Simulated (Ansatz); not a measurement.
# Electron scattering at the twin(10-13) boundary in hcp Ru

Wanted: what the twin(10-13) boundary in hcp Ru costs an interconnect.

Main program and level: Ansatz 0.2.0; Ansatz plane-wave DFT, PBE, PAW files; relaxation of a bicrystal slab with its lowest layers held; PAW set soft_1, in the first sound run; inputs show where later runs differ.

### 1. Starting point

The cell holds 33 atoms: 33 Ru. Its edges and angles: a = 8.342 Å, b = 2.706 Å, c = 31.616 Å, α = 90.0°, β = 90.0°, γ = 80.7°. It derives from Ru. built on the (1 0 3) plane; 1 overlapping atoms removed and the grains opened by 0.3 Å. Vacuum lies along c.

### 2. Relaxing the bicrystal

The boundary is built by mirroring the lower grain in the boundary plane and removing any atoms that overlap. A thin bicrystal slab is relaxed first, with the lowest layers held and the upper grain free to shift and open.

input.yaml

```yaml
crystal:
  lattice:
    - [8.3417110409, 0.0, 0.0]
    - [0.4388400416, 2.669976228, 0.0]
    - [0.0, 0.0, 31.6163062302]
  atoms:
    - { symbol: Ru, position: [0.708785593, 0.1039405368, 0.1581462415] }
    - { symbol: Ru, position: [0.0061764829, 0.955245092, 0.1902757162] }
    - { symbol: Ru, position: [0.4656546609, 0.7255060029, 0.1967016111] }
    - { symbol: Ru, position: [0.7630455507, 0.576810558, 0.2288310859] }
    - { symbol: Ru, position: [0.2225237287, 0.3470714689, 0.2352569808] }
    - { symbol: Ru, position: [0.5199146185, 0.1983760241, 0.2673864555] }
    - { symbol: Ru, position: [0.9793927965, 0.968636935, 0.2738123504] }
    - { symbol: Ru, position: [0.2767836864, 0.8199414902, 0.3059418252] }
    - { symbol: Ru, position: [0.7362618643, 0.5902024011, 0.3123677201] }
    - { symbol: Ru, position: [0.0336527542, 0.4415069563, 0.3444971948] }
    - { symbol: Ru, position: [0.4931309322, 0.2117678672, 0.3509230898] }
    - { symbol: Ru, position: [0.790521822, 0.0630724224, 0.3830525645] }
    - { symbol: Ru, position: [0.25, 0.8333333333, 0.3894784594] }
    - { symbol: Ru, position: [0.5473908898, 0.6846378885, 0.4216079341] }
    - { symbol: Ru, position: [0.25, 0.8333333333, 0.4632261833] }
    - { symbol: Ru, position: [0.790521822, 0.0630724224, 0.4696520783] }
    - { symbol: Ru, position: [0.4931309322, 0.2117678672, 0.501781553] }
    - { symbol: Ru, position: [0.0336527542, 0.4415069563, 0.5082074479] }
    - { symbol: Ru, position: [0.7362618643, 0.5902024011, 0.5403369226] }
    - { symbol: Ru, position: [0.2767836864, 0.8199414902, 0.5467628176] }
    - { symbol: Ru, position: [0.9793927965, 0.968636935, 0.5788922923] }
    - { symbol: Ru, position: [0.5199146185, 0.1983760241, 0.5853181872] }
    - { symbol: Ru, position: [0.2225237287, 0.3470714689, 0.6174476619] }
    - { symbol: Ru, position: [0.7630455507, 0.576810558, 0.6238735569] }
    - { symbol: Ru, position: [0.4656546609, 0.7255060029, 0.6560030316] }
    - { symbol: Ru, position: [0.0061764829, 0.955245092, 0.6624289265] }
    - { symbol: Ru, position: [0.708785593, 0.1039405368, 0.6945584013] }
    - { symbol: Ru, position: [0.2493074151, 0.3336796259, 0.7009842962] }
    - { symbol: Ru, position: [0.9519165252, 0.4823750707, 0.7331137709] }
    - { symbol: Ru, position: [0.4924383472, 0.7121141598, 0.7395396658] }
    - { symbol: Ru, position: [0.1950474574, 0.8608096046, 0.7716691406] }
    - { symbol: Ru, position: [0.7355692794, 0.0905486937, 0.7780950355] }
    - { symbol: Ru, position: [0.4381783896, 0.2392441385, 0.8102245102] }
kpoints:
  mp_grid: { grid: [3, 9, 1] }
hamiltonian:
  xc: pbe
  pseudopotentials: { kind: paw, azcp: { folder: soft_1 } }
scf:
  occupations: { method: fermi_dirac, width: 0.1 }
relax:
  f_tol: 0.03
  max_steps: 80
  constraints: [{ sites: [0, 1, 2, 3, 4, 5] }]
```

Started as:

```
ansatz run input.yaml --threads 8 --pin off --max-ram 15360MiB --backend cpu --events-out ev --progress --plain --runs-dir out
```

Numbers of over 12 decimals in the logs are rounded to 6 here.

What it wrote:

```text
Warning: crystal.symmetry: narrowed to the stabiliser of the k-point mesh — unitary ops 2 → 1; excluded 1 operation that carries a point of the 3×9×1 mesh (shift [0, 0, 0]) off the mesh (the run samples exactly the mesh kpoints.mp_grid names, as under crystal.symmetry.detect: false, and its converged state has the mesh's symmetry, not the crystal's; ε∞, the Born charges and the force constants of a linear response (`dielectric:` by the response, `phonons.method: dfpt`) are averaged over those of the crystal's operations that the state keeps within a tolerance, where `mesh_tensors`, `unaveraged_element` or `gamma_mean_max_change_ev_ang2` stands beside them; [rest of the remark cut]
Engine: ansatz 0.2.0, aarch64-unknown-linux-gnu
Pseudopotentials: kind: paw
Pseudopotential: Ru, paw, valence charge 16, recommended cutoff 420 eV (normal), soft_1/Ru.paw.azcp
Functional definition: PBE
  parameter kappa = 0.804
  parameter beta = 0.066725
  exchange = pbe_x(kappa = kappa, mu = beta*pi^2/3)
  correlation = pbe_c(beta = beta)
Crystal: 33 atoms, lattice volume = 704.164 Å³
Basis set: ecut = 420 eV, 13839 PW (Γ), exchange–correlation on 120×40×432 points (8 copies of the dense FFT grid, shifted against one another)
Bands: 317, of which v1, the nominal top of the filled ones, is band 264 counted from 1 (263 counted from 0)
Symmetry: 1 space group operations
k-points: 14 of 27 (time reversal used)
Non-local potential: Ru, projectors of the file, l = 0: 3, l = 1: 2, l = 2: 2, l = 3: 1
PAW form: soft (Blöchl's): semilocal exchange-correlation on the pseudo side does not see the compensation charge
PAW one-centre angular grid: Ru, 590 points (default); XC on 64 Gauss nodes
Initial density: superposition of atomic densities (neutral atoms: chi_scale 0, normalization atom)
Initial wavefunctions: pseudopotential atomic-orbital guess
Functional: x = pbe(κ = 0.804, μ = 0.219515), c = pbe(β = 0.066725)
SCF iter   1: F=—  HF=-194007.640006 eV  |F-HF|=—  |Δ(HF+E_count)|=         —  Δρ=9.46e-2  dr2=1.64e2  ethr=3.10e-3  ⟨swp⟩=7.3  Hψ=17023  notcnv=0  defer=10
preconditioner: auto → LDOS  [metal: Δε(μ)=0.006 eV  Ē_g=4.900 eV  σ=0.100 eV  W_gap=0.01  n_scr=200 (ndim 8)  ℏωp=22.7 eV  f_vac=0.300  D(μ)=31.57/eV (n_scr^D=278)  β→1.0]
SCF iter   2: F=—  HF=-194010.255083 eV  |F-HF|=—  |Δ(HF+E_count)|=    2.62e0  Δρ=9.97e-2  dr2=9.56e1  ethr=3.10e-3  ⟨swp⟩=4.0  Hψ=12257  notcnv=0  defer=24
SCF iter   3: F=—  HF=-193986.599283 eV  |F-HF|=—  |Δ(HF+E_count)|=    2.37e1  Δρ=6.61e-3  dr2=6.14e-1  ethr=3.10e-3  ⟨swp⟩=3.0  Hψ=10427  notcnv=0  defer=40
SCF iter   4: F=—  HF=-193986.495793 eV  |F-HF|=—  |Δ(HF+E_count)|=   1.03e-1  Δρ=3.26e-3  dr2=1.60e-1  ethr=1.16e-4  ⟨swp⟩=3.2  Hψ=9708  notcnv=0  defer=39
SCF iter   5: F=—  HF=-193986.464945 eV  |F-HF|=—  |Δ(HF+E_count)|=   3.08e-2  Δρ=1.07e-3  dr2=1.82e-2  ethr=3.02e-5  ⟨swp⟩=2.1  Hψ=6292  notcnv=0  defer=39
SCF iter   6: F=—  HF=-193986.467497 eV  |F-HF|=—  |Δ(HF+E_count)|=   2.55e-3  Δρ=4.36e-4  dr2=2.52e-3  ethr=3.45e-6  ⟨swp⟩=2.3  Hψ=6610  notcnv=0  defer=39
SCF iter   7: F=—  HF=-193986.467870 eV  |F-HF|=—  |Δ(HF+E_count)|=   3.73e-4  Δρ=1.56e-4  dr2=1.01e-3  ethr=4.78e-7  ⟨swp⟩=2.7  Hψ=7094  notcnv=0  defer=39
SCF iter   8: F=—  HF=-193986.467827 eV  |F-HF|=—  |Δ(HF+E_count)|=   4.30e-5  Δρ=6.83e-5  dr2=9.61e-5  ethr=1.91e-7  ⟨swp⟩=2.1  Hψ=6110  notcnv=0  defer=39
SCF iter   9: F=-193986.467835 eV  HF=-193986.467848 eV  |F-HF|=1.28e-5  |Δ(HF+E_count)|=   2.15e-5  Δρ=3.25e-5  dr2=1.93e-5  ethr=4.26e-9  ⟨swp⟩=5.0  Hψ=15496  notcnv=0
SCF 1 converged in 9 iterations: F = -193986.467835 eV  dr2 = 1.93e-5
  greatest PAW one-centre occupation: 1.000 electrons in one spin orbital (limit 2), on the Ru atom at site 19 (counted from 0), in its partial waves of l = 0
relax step   1: F+E_penalty+E_count = -193986.46783550 eV  Δ(F+E_penalty+E_count) = +0.000e0 eV  max|allowed force component| = 1.161e0 eV/Å  Δτ_max = 0.0000 Å  (9 SCF iters, dr2 threshold 2.25e-5 eV, accepted)
Initial density: handed on by an earlier stage of this run
Initial wavefunctions: those handed on with the density
iter 1 solved again at ethr=1.74e-3 eV; its pass at ethr=3.10e-3 eV (dr2=9.18e0 eV) is discarded
SCF iter   1: F=—  HF=-193987.088320 eV  |F-HF|=—  |Δ(HF+E_count)|=         —  Δρ=1.48e-2  dr2=9.23e0  ethr=1.74e-3  ⟨swp⟩=1.0  Hψ=16417  notcnv=0  defer=16
preconditioner: auto → LDOS  [metal: Δε(μ)=0.011 eV  Ē_g=4.521 eV  σ=0.100 eV  W_gap=0.03  n_scr=200 (ndim 8)  ℏωp=22.7 eV  f_vac=0.306  D(μ)=33.87/eV (n_scr^D=302)  β→1.0]
SCF iter   2: F=—  HF=-193986.915426 eV  |F-HF|=—  |Δ(HF+E_count)|=   1.73e-1  Δρ=6.19e-3  dr2=4.24e-1  ethr=1.74e-3  ⟨swp⟩=2.2  Hψ=5215  notcnv=0  defer=16
SCF iter   3: F=—  HF=-193986.865420 eV  |F-HF|=—  |Δ(HF+E_count)|=   5.00e-2  Δρ=3.77e-3  dr2=1.66e-1  ethr=8.03e-5  ⟨swp⟩=3.0  Hψ=9985  notcnv=0  defer=26
SCF iter   4: F=—  HF=-193986.824637 eV  |F-HF|=—  |Δ(HF+E_count)|=   4.08e-2  Δρ=5.48e-4  dr2=3.46e-3  ethr=3.14e-5  ⟨swp⟩=2.2  Hψ=7936  notcnv=0  defer=26
SCF iter   5: F=—  HF=-193986.825030 eV  |F-HF|=—  |Δ(HF+E_count)|=   3.93e-4  Δρ=1.43e-4  dr2=1.78e-4  ethr=6.56e-7  ⟨swp⟩=3.1  Hψ=8253  notcnv=0  defer=31
SCF iter   6: F=-193986.825084 eV  HF=-193986.825075 eV  |F-HF|=8.62e-6  |Δ(HF+E_count)|=   4.48e-5  Δρ=5.63e-5  dr2=2.92e-5  ethr=1.60e-8  ⟨swp⟩=2.7  Hψ=17307  notcnv=0
SCF 2 converged in 6 iterations: F = -193986.825084 eV  dr2 = 2.92e-5
  greatest PAW one-centre occupation: 1.000 electrons in one spin orbital (limit 2), on the Ru atom at site 29 (counted from 0), in its partial waves of l = 0
relax step   2: F+E_penalty+E_count = -193986.82508352 eV  Δ(F+E_penalty+E_count) = -3.572e-1 eV  max|allowed force component| = 8.832e-1 eV/Å  Δτ_max = 0.1922 Å  (6 SCF iters, dr2 threshold 8.42e-5 eV, accepted)
iter 1 solved again at ethr=6.29e-4 eV; its pass at ethr=3.10e-3 eV (dr2=3.32e0 eV) is discarded
SCF iter   1: F=—  HF=-193987.009339 eV  |F-HF|=—  |Δ(HF+E_count)|=         —  Δρ=1.07e-2  dr2=3.36e0  ethr=6.29e-4  ⟨swp⟩=1.0  Hψ=15688  notcnv=0  defer=34
preconditioner: auto → LDOS  [metal: Δε(μ)=0.017 eV  Ē_g=4.532 eV  σ=0.100 eV  W_gap=0.04  n_scr=200 (ndim 8)  ℏωp=22.7 eV  f_vac=0.307  D(μ)=33.45/eV (n_scr^D=294)  β→1.0]
SCF iter   2: F=—  HF=-193986.923221 eV  |F-HF|=—  |Δ(HF+E_count)|=   8.61e-2  Δρ=5.69e-3  dr2=3.46e-1  ethr=6.29e-4  ⟨swp⟩=2.4  Hψ=6715  notcnv=0  defer=34
SCF iter   3: F=—  HF=-193986.872134 eV  |F-HF|=—  |Δ(HF+E_count)|=   5.11e-2  Δρ=3.14e-3  dr2=1.00e-1  ethr=6.56e-5  ⟨swp⟩=3.0  Hψ=9814  notcnv=0  defer=34
SCF iter   4: F=—  HF=-193986.849302 eV  |F-HF|=—  |Δ(HF+E_count)|=   2.28e-2  Δρ=3.37e-4  dr2=1.34e-3  ethr=1.90e-5  ⟨swp⟩=2.2  Hψ=7505  notcnv=0  defer=34
SCF iter   5: F=—  HF=-193986.849963 eV  |F-HF|=—  |Δ(HF+E_count)|=   6.61e-4  Δρ=1.01e-4  dr2=1.05e-4  ethr=2.54e-7  ⟨swp⟩=3.0  Hψ=9477  notcnv=0  defer=37
SCF iter   6: F=-193986.849979 eV  HF=-193986.849977 eV  |F-HF|=1.89e-6  |Δ(HF+E_count)|=   1.37e-5  Δρ=3.44e-5  dr2=1.12e-5  ethr=9.23e-9  ⟨swp⟩=3.0  Hψ=16379  notcnv=0
SCF 3 converged in 6 iterations: F = -193986.849979 eV  dr2 = 1.12e-5
  greatest PAW one-centre occupation: 1.000 electrons in one spin orbital (limit 2), on the Ru atom at site 14 (counted from 0), in its partial waves of l = 0
relax step   3: F+E_penalty+E_count = -193986.84997887 eV  Δ(F+E_penalty+E_count) = -2.490e-2 eV  max|allowed force component| = 1.512e0 eV/Å  Δτ_max = 0.1393 Å  (6 SCF iters, dr2 threshold 4.88e-5 eV, accepted)
[...]
relax step   4: F+E_penalty+E_count = -193986.98314307 eV  Δ(F+E_penalty+E_count) = -1.332e-1 eV  max|allowed force component| = 2.994e-1 eV/Å  Δτ_max = 0.0854 Å  (6 SCF iters, dr2 threshold 1.00e-4 eV, accepted)
[...]
relax step   5: F+E_penalty+E_count = -193986.98627269 eV  Δ(F+E_penalty+E_count) = -3.130e-3 eV  max|allowed force component| = 1.868e-1 eV/Å  Δτ_max = 0.0280 Å  (6 SCF iters, dr2 threshold 5.60e-6 eV, accepted)
[...]
relax step   6: F+E_penalty+E_count = -193986.98871479 eV  Δ(F+E_penalty+E_count) = -2.442e-3 eV  max|allowed force component| = 3.283e-2 eV/Å  Δτ_max = 0.0147 Å  (6 SCF iters, dr2 threshold 2.18e-6 eV, accepted)
SCF iter   1: F=—  HF=-193986.988211 eV  |F-HF|=—  |Δ(HF+E_count)|=         —  Δρ=3.86e-4  dr2=2.00e-3  ethr=1.13e-5  ⟨swp⟩=2.1  Hψ=7740  notcnv=0  defer=36
preconditioner: auto → LDOS  [metal: Δε(μ)=0.026 eV  Ē_g=4.518 eV  σ=0.100 eV  W_gap=0.06  n_scr=200 (ndim 8)  ℏωp=22.7 eV  f_vac=0.306  D(μ)=33.86/eV (n_scr^D=302)  β→1.0]
SCF iter   2: F=—  HF=-193986.988093 eV  |F-HF|=—  |Δ(HF+E_count)|=   1.19e-4  Δρ=2.08e-4  dr2=2.70e-4  ethr=3.79e-7  ⟨swp⟩=2.0  Hψ=6979  notcnv=0  defer=36
SCF iter   3: F=—  HF=-193986.988008 eV  |F-HF|=—  |Δ(HF+E_count)|=   8.45e-5  Δρ=5.61e-5  dr2=2.32e-5  ethr=5.12e-8  ⟨swp⟩=3.0  Hψ=9653  notcnv=0  defer=36
SCF iter   4: F=—  HF=-193986.989122 eV  |F-HF|=—  |Δ(HF+E_count)|=   1.11e-3  Δρ=1.40e-5  dr2=2.29e-6  ethr=4.39e-9  ⟨swp⟩=2.2  Hψ=7863  notcnv=0  defer=36
SCF iter   5: F=-193986.989121 eV  HF=-193986.989121 eV  |F-HF|=1.23e-8  |Δ(HF+E_count)|=   6.30e-7  Δρ=3.74e-6  dr2=7.39e-8  ethr=1.89e-11  ⟨swp⟩=3.4  Hψ=21082  notcnv=0
SCF 7 converged in 5 iterations: F = -193986.989121 eV  dr2 = 7.39e-8
relax step   7: F+E_penalty+E_count = -193986.98912098 eV  Δ(F+E_penalty+E_count) = -4.062e-4 eV  max|allowed force component| = 6.429e-3 eV/Å  Δτ_max = 0.0050 Å  (5 SCF iters, accepted)
SCF converged after 5 iterations
Free energy (F): -193986.989121 eV
Harris-Foulkes:  -193986.989121 eV  (|F-HF|=1.23e-8)
Internal energy: -193985.868315 eV  (E = F + TS)
E sigma→0 (E₀):  -193986.428718 eV
Entropy (-TS):   -1.120806 eV (-33.964 meV/atom)
Fermi energy:    13.196782 eV
--- Per-component energies (eV) ---
  E_band       = -7139.080030
  E_kinetic    = 15153.617408
  E_local      = -713537.236184  (includes V_loc(G=0)·N_el)
  E_nonlocal   = 13637.088336
  E_hartree    = 347061.101461
  E_xc         = -5590.677320
  E_vxc        = -7067.805446  (∫ρ·V_xc dr)
  E_paw        = -115554.959879  (= ΣΔE_a)
  E_vpaw       = -9447.046667  (= ΣTr[D̂ρ^β])
  E_aug_tail   = 0.020936  (compensation charges beyond the density's cutoff)
  E_ewald      = 264845.176928
  E_smearing   = -1.120806  (= −TS)
  E_closure    = 0.000000  (closes the sum)
  Σ components = -193986.989121   (vs F -193986.989121, Δ=0.00e0)
--- Forces (eV/Å), atoms counted from 1 ---
  atom   1  Ru    -0.15230999     0.02892457     0.95919292
  atom   2  Ru    -0.49364799     0.07529649     0.64848587
  atom   3  Ru     0.61105260    -0.10367904     0.40868702
  atom   4  Ru     0.05559137    -0.00478552    -0.82860023
  atom   5  Ru     0.29554481    -0.04848879    -0.85558564
  atom   6  Ru    -0.31882209     0.05542263    -0.33217794
  atom   7  Ru     0.00293046    -0.00006275    -0.00064822
  atom   8  Ru    -0.00152469     0.00023087     0.00131421
  atom   9  Ru     0.00242960     0.00027426    -0.00297482
  atom  10  Ru     0.00063209     0.00001031     0.00135954
  atom  11  Ru     0.00039587     0.00020666    -0.00005936
  atom  12  Ru    -0.00046046    -0.00039385    -0.00251756
  atom  13  Ru    -0.00114914     0.00220930     0.00076026
  atom  14  Ru    -0.00389736     0.00058305     0.00244599
  atom  15  Ru     0.00550676    -0.00310004     0.00278186
  atom  16  Ru     0.00125575    -0.00007192     0.00152585
  atom  17  Ru    -0.00134365     0.00014466     0.00114919
  atom  18  Ru     0.00079426    -0.00080224    -0.00033590
  atom  19  Ru    -0.00642900     0.00048115    -0.00131947
  atom  20  Ru    -0.00009201    -0.00064467    -0.00331500
  atom  21  Ru    -0.00364760     0.00015169    -0.00151437
  atom  22  Ru    -0.00226361     0.00090307    -0.00102500
  atom  23  Ru     0.00156778    -0.00076747     0.00219386
  atom  24  Ru     0.00246205     0.00067697     0.00026873
  atom  25  Ru     0.00133938    -0.00035006     0.00122183
  atom  26  Ru     0.00418124    -0.00076262    -0.00008015
  atom  27  Ru     0.00094099    -0.00011892    -0.00334362
  atom  28  Ru     0.00367214    -0.00088754    -0.00048048
  atom  29  Ru     0.00112967    -0.00041860    -0.00160876
  atom  30  Ru    -0.00042537    -0.00037223    -0.00339507
  atom  31  Ru    -0.00276796     0.00017631     0.00073615
  atom  32  Ru    -0.00183697     0.00008349     0.00186217
  atom  33  Ru    -0.00092997    -0.00008678     0.00506045
  max |Σ_I F_I| component: 1.21e-4 eV/Å
--- Relaxed structure (7 steps of the walk, 7 accepted, 0 SCFs on fresh bases) ---
  F+E_penalty+E_count = -193986.98912098 eV   max|allowed force component| = 6.429e-3 eV/Å
  atoms:
    - { symbol: Ru, position: [0.708786, 0.103941, 0.158146] }
    - { symbol: Ru, position: [0.00617648, 0.955245, 0.1902757162] }
    - { symbol: Ru, position: [0.4656546609, 0.725506, 0.196702] }
    - { symbol: Ru, position: [0.7630455507, 0.576811, 0.228831] }
    - { symbol: Ru, position: [0.222524, 0.347071, 0.235257] }
    - { symbol: Ru, position: [0.5199146185, 0.198376, 0.267386] }
    - { symbol: Ru, position: [0.977826, 0.969397, 0.272854] }
    - { symbol: Ru, position: [0.277070, 0.819821, 0.305036] }
    - { symbol: Ru, position: [0.734132, 0.591135, 0.312830] }
    - { symbol: Ru, position: [0.028211, 0.444207, 0.344605] }
    - { symbol: Ru, position: [0.488550, 0.213947, 0.352677] }
    - { symbol: Ru, position: [0.789029, 0.064123, 0.383103] }
    - { symbol: Ru, position: [0.241647, 0.836911, 0.388202] }
    - { symbol: Ru, position: [0.553873, 0.682600, 0.424350] }
    - { symbol: Ru, position: [0.241416, 0.839833, 0.461136] }
    - { symbol: Ru, position: [0.785782, 0.067216, 0.466225] }
    - { symbol: Ru, position: [0.488031, 0.216285, 0.496039] }
    - { symbol: Ru, position: [0.027105, 0.447456, 0.504116] }
    - { symbol: Ru, position: [0.733603, 0.593835, 0.536371] }
    - { symbol: Ru, position: [0.276781, 0.822401, 0.544645] }
    - { symbol: Ru, position: [0.978153, 0.971819, 0.575049] }
    - { symbol: Ru, position: [0.517687, 0.202198, 0.581675] }
    - { symbol: Ru, position: [0.218795, 0.351308, 0.615009] }
    - { symbol: Ru, position: [0.762910, 0.579569, 0.620227] }
    - { symbol: Ru, position: [0.465019, 0.728676, 0.653228] }
    - { symbol: Ru, position: [0.00512563, 0.958373, 0.659939] }
    - { symbol: Ru, position: [0.707476, 0.107307, 0.691704] }
    - { symbol: Ru, position: [0.246865, 0.337752, 0.698406] }
    - { symbol: Ru, position: [0.953149, 0.484562, 0.732524] }
    - { symbol: Ru, position: [0.493686, 0.714519, 0.737670] }
    - { symbol: Ru, position: [0.200847, 0.860653, 0.767356] }
    - { symbol: Ru, position: [0.732486, 0.094862, 0.772574] }
    - { symbol: Ru, position: [0.432681, 0.245369, 0.804448] }
```

It took 12 min on 8 threads of Arm Neoverse N1, shared host; peak memory 8 GiB.

Relaxation path:

```
step  energy less that of the first step (eV)  largest force component (eV/Å)
   1                                   0.0000                          1.1608
   2                                  -0.3572                          0.8832
   3                                  -0.3821                          1.5120
   4                                  -0.5153                          0.2994
   5                                  -0.5184                          0.1868
   6                                  -0.5209                          0.0328
   7                                  -0.5213                          0.0064
```

The atoms that moved most (Å):

```
atom      dx     dy      dz  length
Ru33  -0.043  0.016  -0.183   0.188
Ru17  -0.041  0.012  -0.182   0.186
Ru32  -0.024  0.012  -0.175   0.177
Ru31   0.048  0.000  -0.136   0.145
Ru18  -0.052  0.016  -0.129   0.140
Ru19  -0.021  0.010  -0.125   0.127
Ru21  -0.009  0.008  -0.122   0.122
Ru22  -0.017  0.010  -0.115   0.117
```

This step gave:

- free energy: -193986.9891 eV
- energy at zero smearing: -193986.4287 eV
- Fermi energy: 13.20 eV

The largest force component on a free atom ends at 0.0064 eV/Å, under the tolerance of 0.03, after 7 steps.

(Continued in part 2 of 2.)

[Logs are printed without paths, hosts, clocks, repeated set-up lines and the standing remarks that a program may print on its own settings, such as how far it seeks lower states.]

[Hosts, paths, dates, database ids (printed as entryN), source tags and the programs' standing remarks are cut or masked in the printed files.]
